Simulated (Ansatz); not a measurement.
# SrTiO3 (I4/mcm): how G0W0 depends on its starting point

How much of the starting functional survives in the G0W0 gap of SrTiO3 (I4/mcm)?

Main program and level: Ansatz 0.2.0; G0W0 on several functionals, plane waves, PAW.

## (1) The starting structure

The structure is tetragonal, space group I4/mcm (No. 140). The conventional cell has a = 5.511 Å, b = 5.511 Å, c = 7.796 Å, α = 90.00°, β = 90.00°, γ = 90.00°. Nearest to Sr lie 12 O at 2.73 to 2.78 Å. Ti has 6 O at 1.95 Å nearest. O has 2 Ti at 1.95 Å and 4 Sr at 2.76 Å nearest. Nearest to O lie 2 Ti at 1.95 Å and 4 Sr at 2.73 to 2.78 Å. Farther neighbours and most contacts between anions are not listed.

The cell and positions come from the Crystallography Open Database and are kept as given unless a step says otherwise.

## (2) G0W0 on PBE

Now the one-shot GW correction: screening in the RPA, then the self-energy of the levels asked for. This step takes hard PAW files.

This step: G0W0 on PBE, plane waves, PAW.

File input.yaml:

```yaml
crystal:
  lattice:
    - [-2.7555, 2.7555, 3.898]
    - [2.7555, -2.7555, 3.898]
    - [2.7555, 2.7555, -3.898]
  atoms:
    - { symbol: Sr, position: [0.75, 0.25, 0.5] }
    - { symbol: Sr, position: [0.25, 0.75, 0.5] }
    - { symbol: Ti, position: [0.0, 0.0, 0.0] }
    - { symbol: Ti, position: [0.5, 0.5, 0.0] }
    - { symbol: O, position: [0.25, 0.25, 0.0] }
    - { symbol: O, position: [0.75, 0.75, 0.0] }
    - { symbol: O, position: [0.7451, 0.2451, 0.9902] }
    - { symbol: O, position: [0.2451, 0.2549, 0.5] }
    - { symbol: O, position: [0.2549, 0.7549, 0.0098] }
    - { symbol: O, position: [0.7549, 0.7451, 0.5] }
kpoints:
  mp_grid: { grid: [4, 4, 4] }
hamiltonian:
  xc: pbe
  pseudopotentials: { kind: paw, source: ansatz }
scf:
  occupations: { method: fixed }
gw:
  n_empty_bands: 704
  ecut_chi: 190.0
  qp_bands: [v3, c3]
  qp_kpoints: band_edges
  screening: { model: contour_deformation }
```

Run with:

```console
$ ansatz run input.yaml --threads 4 --pin off --max-ram 138240MiB --backend cuda --events-out ev --progress --plain --runs-dir out --devices 1 --max-vram 26GiB
```

Numbers of over 12 decimals in the logs are rounded to 6 here.

What it wrote:

```text
GPUs: using 1 of 1 available (devices: 1).
Engine: ansatz 0.2.0, x86_64-unknown-linux-gnu
Pseudopotentials: kind: paw
Pseudopotential: Sr, paw, valence charge 10, recommended cutoff 350 eV (normal), Sr.paw.azcp
Pseudopotential: Ti, paw, valence charge 12, recommended cutoff 740 eV (normal), Ti.paw.azcp
Pseudopotential: O, paw, valence charge 6, recommended cutoff 930 eV (normal), O.paw.azcp
Functional definition: PBE
  parameter kappa = 0.804
  parameter beta = 0.066725
  exchange = pbe_x(kappa = kappa, mu = beta*pi^2/3)
  correlation = pbe_c(beta = beta)
device memory: the entry about to start is reckoned to put 5.9 GiB on a device that reports 63.7 GiB free (of which the cap on the GPU budget leaves the run 26.0 GiB)
GPU FFT provider: cuFFT
GPU libraries: cuBLAS 13.8.2, cuFFT 12.4.0, cuSOLVER 12.3.4
Crystal: 10 atoms, lattice volume = 118.387 Å³
Basis set: ecut = 930 eV, 7631 PW (Γ)
Bands: 50, of which v1, the nominal top of the filled ones, is band 40 counted from 1 (39 counted from 0)
Symmetry: 16 space group operations
Space group: I4/mcm (ITA 140), of the structure as read, at distance tolerance 4.9e-5 Å
k-points: 13 of 64
Non-local potential: Sr, projectors of the file, l = 0: 2, l = 1: 2, l = 2: 2, l = 3: 1
Non-local potential: Ti, projectors of the file, l = 0: 2, l = 1: 2, l = 2: 2, l = 3: 1
Non-local potential: O, projectors of the file, l = 0: 2, l = 1: 2, l = 2: 1
PAW form: soft (Blöchl's): semilocal exchange-correlation on the pseudo side does not see the compensation charge
PAW one-centre angular grid: Sr, 194 points (default); XC on 64 Gauss nodes
PAW one-centre angular grid: Ti, 590 points (default); XC on 64 Gauss nodes
PAW one-centre angular grid: O, 110 points (default); XC on 64 Gauss nodes
Initial density: superposition of atomic densities (chi_scale 0.1, normalization cell, long waves kept (reshape's long-wave potential 0.00 eV rms))
Initial wavefunctions: pseudopotential atomic-orbital guess
GPU buffer pool allocated for 262144 grid points (all kernels)
GPU transforms: local potential and band sums: pruned to the plane-wave sphere, on 60×60×60
Functional: x = pbe(κ = 0.804, μ = 0.219515), c = pbe(β = 0.066725)
SCF iter   1: F=—  HF=-15514.151118 eV  |F-HF|=—  |Δ(HF+E_count)|=         —  Δρ=8.98e-2  dr2=1.40e1  ethr=3.10e-3  ⟨swp⟩=5.0  Hψ=2186  notcnv=0  defer=77
preconditioner: auto → Resta (q_TF=auto, 2.556 Å⁻¹)  ε∞=4.5  [insulator: Δε(μ)=4.057 eV  Ē_g=14.056 eV  n_scr=26 (ndim 8)  ℏωp=26.4 eV  f_vac=0.000  ε∞_Penn≈4.5]
SCF iter   2: F=—  HF=-15510.662441 eV  |F-HF|=—  |Δ(HF+E_count)|=    3.49e0  Δρ=4.87e-2  dr2=1.87e0  ethr=3.10e-3  ⟨swp⟩=3.9  Hψ=1474  notcnv=0  defer=80
SCF iter   3: F=—  HF=-15510.276106 eV  |F-HF|=—  |Δ(HF+E_count)|=   3.86e-1  Δρ=1.95e-2  dr2=5.15e-1  ethr=2.33e-3  ⟨swp⟩=2.0  Hψ=941  notcnv=0  defer=81
SCF iter   4: F=—  HF=-15510.196437 eV  |F-HF|=—  |Δ(HF+E_count)|=   7.97e-2  Δρ=7.77e-3  dr2=5.50e-2  ethr=6.43e-4  ⟨swp⟩=2.6  Hψ=1014  notcnv=0  defer=88
SCF iter   5: F=—  HF=-15510.200505 eV  |F-HF|=—  |Δ(HF+E_count)|=   4.07e-3  Δρ=4.02e-3  dr2=2.19e-2  ethr=6.88e-5  ⟨swp⟩=3.0  Hψ=1338  notcnv=0  defer=95
SCF iter   6: F=—  HF=-15510.198020 eV  |F-HF|=—  |Δ(HF+E_count)|=   2.49e-3  Δρ=7.21e-4  dr2=7.72e-4  ethr=2.73e-5  ⟨swp⟩=3.0  Hψ=909  notcnv=0  defer=97
SCF iter   7: F=—  HF=-15510.198164 eV  |F-HF|=—  |Δ(HF+E_count)|=   1.44e-4  Δρ=6.42e-4  dr2=6.82e-4  ethr=9.66e-7  ⟨swp⟩=2.2  Hψ=968  notcnv=0  defer=94
SCF iter   8: F=—  HF=-15510.198069 eV  |F-HF|=—  |Δ(HF+E_count)|=   9.49e-5  Δρ=2.55e-4  dr2=9.82e-5  ethr=8.52e-7  ⟨swp⟩=2.0  Hψ=866  notcnv=0  defer=68
SCF iter   9: F=—  HF=-15510.198052 eV  |F-HF|=—  |Δ(HF+E_count)|=   1.72e-5  Δρ=6.28e-5  dr2=5.76e-6  ethr=1.23e-7  ⟨swp⟩=2.1  Hψ=741  notcnv=0  defer=38
SCF iter  10: F=-15510.198051 eV  HF=-15510.198051 eV  |F-HF|=3.90e-9  |Δ(HF+E_count)|=   7.65e-7  Δρ=7.62e-6  dr2=8.52e-8  ethr=1.25e-10  ⟨swp⟩=10.5  Hψ=3194  notcnv=0
SCF 1 converged in 10 iterations: F = -15510.198051 eV  dr2 = 8.52e-8
  greatest PAW one-centre occupation: 0.932 electrons in one spin orbital (limit 2), on the Ti atom at site 3 (counted from 0), in its partial waves of l = 0
device memory: the entry about to start is reckoned to put 7.3 GiB (of the 7.4 GiB reckoned in all, the device holds 0.1 GiB already) on a device that reports 63.6 GiB free (of which the cap on the GPU budget leaves the run 25.9 GiB)
NSCF: frozen V_eff on 13 k-points
the band table was solved once the SCF had ended and its energy, with any forces and stress, was formed, with the checks that follow a solve (2555 applications of the Hamiltonian). They found nothing against the state; the energy, forces and stress were not computed again (output.eigenvalues in the input reference)
device memory: the entry about to start is reckoned to put 10.3 GiB on a device that reports 63.7 GiB free (of which the cap on the GPU budget leaves the run 26.0 GiB)
NSCF: frozen V_eff on 13 k-points
G₀W₀ screening: q 1/13
[... further progress lines ...]
device memory: the entry about to start is reckoned to put 1.4 GiB on a device that reports 58.6 GiB free (of which the cap on the GPU budget leaves the run 26.0 GiB)
NSCF: frozen V_eff on 1 k-points
device memory: the entry about to start is reckoned to put 1.4 GiB on a device that reports 58.6 GiB free (of which the cap on the GPU budget leaves the run 26.0 GiB)
NSCF: frozen V_eff on 1 k-points
SCF converged after 10 iterations
Free energy (F): -15510.198051 eV
Harris-Foulkes:  -15510.198051 eV  (|F-HF|=3.90e-9)
Internal energy: -15510.198051 eV  (E = F + TS)
E sigma→0 (E₀):  -15510.198051 eV
Fermi energy:    10.058875 eV
--- Per-component energies (eV) ---
  E_band       = -404.086689
  E_kinetic    = 2968.026443
  E_local      = -6406.750363  (includes V_loc(G=0)·N_el)
  E_nonlocal   = 1482.087576
  E_hartree    = 1690.638667
  E_xc         = -1298.635898
  E_vxc        = -1538.305164  (∫ρ·V_xc dr)
  E_paw        = -8151.100800  (= ΣΔE_a)
  E_vpaw       = -290.413920  (= ΣTr[D̂ρ^β])
  E_aug_tail   = -0.000037  (compensation charges beyond the density's cutoff)
  E_ewald      = -5794.463639
  E_smearing   = -0.000000  (= −TS)
  E_closure    = -0.000000  (closes the sum)
  Σ components = -15510.198051   (vs F -15510.198051, Δ=0.00e0)
--- Band table (eV; the first three rows and the last of 13) ---
  k-point 0: bands = [... 36 lower, 9.7183, 10.0530, 10.0589, 10.0589, 11.9536, 11.9536, 11.9543, 14.4169, ... 6 higher]
  k-point 1: bands = [... 36 lower, 9.3908, 9.4751, 9.4752, 10.0166, 12.0348, 13.0200, 13.0212, 14.1827, ... 6 higher]
  k-point 2: bands = [... 36 lower, 8.5019, 9.3404, 9.3407, 9.9740, 12.1205, 13.8926, 13.8933, 13.9003, ... 6 higher]
  k-point 12: bands = [... 36 lower, 8.4974, 9.3427, 9.3427, 9.9731, 12.1221, 13.8762, 13.8762, 13.9218, ... 6 higher]
--- G₀W₀: contour deformation, 7 samples at zero and on the imaginary axis and 2 off it, 64 q-points, 704 empty bands' worth ---
  eigenvalues of the whole cell's RPA ε∞ on this k-mesh (on a slab, of 1 + 4πα/V) = 6.1343, 6.1343, 6.1348; static W/v taken at q = 0 is 0.163013
  bands read: the sum over 744 bands ends inside a degenerate multiplet in 2 slots, whose members it reads at an even weight; the widest, k=0: bands 744 to 745 (counted from 1) at 1/2 each
  gw.qp_kpoints: band_edges: 11 of 13 stored k-points solved, in 1 pass; an edge of the gap read off the rows below is read off those points alone
    valence top: of the k-points left out ik 10 came nearest to being solved in a further pass, in band 40 (counted from 1, as in the quasiparticle table): it holds the edge there only if its correction is more favourable than any solved in that band by at least 0.524 eV; those differ by 0.042 eV
    conduction bottom: of the k-points left out ik 10 came nearest to being solved in a further pass, in band 41 (counted from 1, as in the quasiparticle table): it holds the edge there only if its correction is more favourable than any solved in that band by at least 1.024 eV; those differ by 0.042 eV
    ik  band        ε_KS         Σx   Σc(E_QP)       V_xc       Z   E_QP_lin       E_QP  E_QP is
     0    38     10.0530   -26.0701     4.4975   -21.0086  0.7169     9.4822     9.4889  root
     0    39     10.0589   -26.0813     4.4952   -21.0228  0.7169     9.4890     9.4957  root
     0    40     10.0589   -26.0813     4.4952   -21.0228  0.7169     9.4890     9.4957  root
     0    41     11.9536   -12.6444    -6.5977   -20.2731  0.7392    13.0053    12.9846  root
     0    42     11.9536   -12.6444    -6.5977   -20.2731  0.7392    13.0053    12.9846  root
     0    43     11.9543   -12.6398    -6.6030   -20.2744  0.7392    13.0067    12.9860  root
     1    38      9.4751   -26.1081     4.2545   -21.2750  0.7245     8.8896     8.8965  root
     1    39      9.4752   -26.1092     4.2545   -21.2761  0.7245     8.8898     8.8966  root
     1    40     10.0166   -25.9926     4.4971   -20.9289  0.7167     9.4433     9.4501  root
     1    41     12.0348   -12.7897    -6.7167   -20.5563  0.7360    13.1067    13.0846  root
     1    42     13.0200   -14.2069    -6.6261   -21.8599  0.7153    14.0722    14.0469  root
     1    43     13.0212   -14.2097    -6.6268   -21.8634  0.7153    14.0734    14.0481  root
     2    38      9.3404   -26.0974     4.3538   -21.1447  0.7234     8.7339     8.7415  root
     2    39      9.3407   -26.0975     4.3540   -21.1446  0.7234     8.7342     8.7418  root
     2    40      9.9740   -25.9023     4.4970   -20.8359  0.7164     9.3976     9.4046  root
     2    41     12.1205   -12.9599    -6.8453   -20.8750  0.7325    13.2139    13.1903  root
     2    42     13.8926   -14.8646    -7.2730   -23.2042  0.6897    14.9958    14.9592  root
     2    43     13.8933   -14.8591    -7.2738   -23.1993  0.6897    14.9963    14.9597  root
     3    38      9.6549   -25.4896     4.5058   -20.3929  0.7143     9.0561     9.0641  root
     3    39      9.6565   -25.4962     4.5049   -20.4006  0.7144     9.0578     9.0658  root
     3    40      9.8671   -25.8822     4.5239   -20.7802  0.7152     9.2816     9.2889  root
     3    41     12.4924   -13.2911    -6.6663   -20.9905  0.7283    13.5485    13.5257  root
     3    42     12.5792   -13.4969    -6.5669   -21.0850  0.7265    13.6228    13.6003  root
     3    43     12.5801   -13.4999    -6.5675   -21.0886  0.7265    13.6239    13.6014  root
[...]
11    42     13.0867   -14.1948    -6.8755   -22.1263  0.7117    14.1706    14.1427  root
    11    43     13.8941   -14.7749    -7.3410   -23.1885  0.6897    15.0039    14.9668  root
    12    38      9.3427   -26.0972     4.3538   -21.1448  0.7234     8.7365     8.7441  root
    12    39      9.3427   -26.0972     4.3538   -21.1448  0.7234     8.7365     8.7441  root
    12    40      9.9731   -25.9031     4.4972   -20.8364  0.7164     9.3967     9.4037  root
    12    41     12.1221   -12.9628    -6.8460   -20.8786  0.7324    13.2156    13.1919  root
    12    42     13.8762   -14.8369    -7.2911   -23.1982  0.6901    14.9827    14.9464  root
    12    43     13.8762   -14.8369    -7.2911   -23.1982  0.6901    14.9827    14.9464  root
```

The job ended after 69 s (1 × NVIDIA H100 80GB HBM3 (shared by 3 runs) with 4 threads of AMD EPYC 7R13 (Zen 3), shared host; peak memory 3.8 GiB).

Reading the cycles: dr2 is the Hartree energy of the density residual (eV), the measure of convergence; HF is the Harris–Foulkes estimate of the energy, which meets the free energy F at convergence.

This step gave:

| Item | Value |
| --- | --- |
| bands summed | 744 |
| RPA ε∞ on this mesh (eigenvalues) | 6.134, 6.134, 6.135 |
| plane waves in the screening matrix | 725 |
| q-points in the mesh | 64 |
| G0W0 gap on the mesh | 3.489 eV |
| k of the valence top | 0, 0, 0 |
| k of the conduction bottom | 0, 0, 0 |
| starting gap on the mesh | 1.895 eV |
| Z at the valence top | 0.7169 |
| Z at the conduction bottom | 0.7392 |
| least direct G0W0 gap on the computed points | 3.489 eV |

The gap on the mesh goes from 1.89 eV to 3.49 eV, a correction of +1.59 eV. Between the two edge states, bare exchange in place of the xc potential would open the gap by 12.69 eV, and correlation takes back 11.09 eV.

(Continued in part 2 of 2.)

[Paths, hosts, dates, memory and timing lines, banners, echoed tables and standing remarks are left out of the program output.]

[Logs are printed without paths, hosts, clocks, repeated set-up lines and the standing remarks that a program may print on its own settings, such as how far it seeks lower states.]

[Runs of the session that timed out or met a known fault of the program may be left out.]

[Cells called generated may have been cut or substituted from an entry of the Crystallography Open Database or the Materials Project.]

[Hosts, paths, dates, database ids (printed as entryN), source tags and the programs' standing remarks are cut or masked in the printed files.]
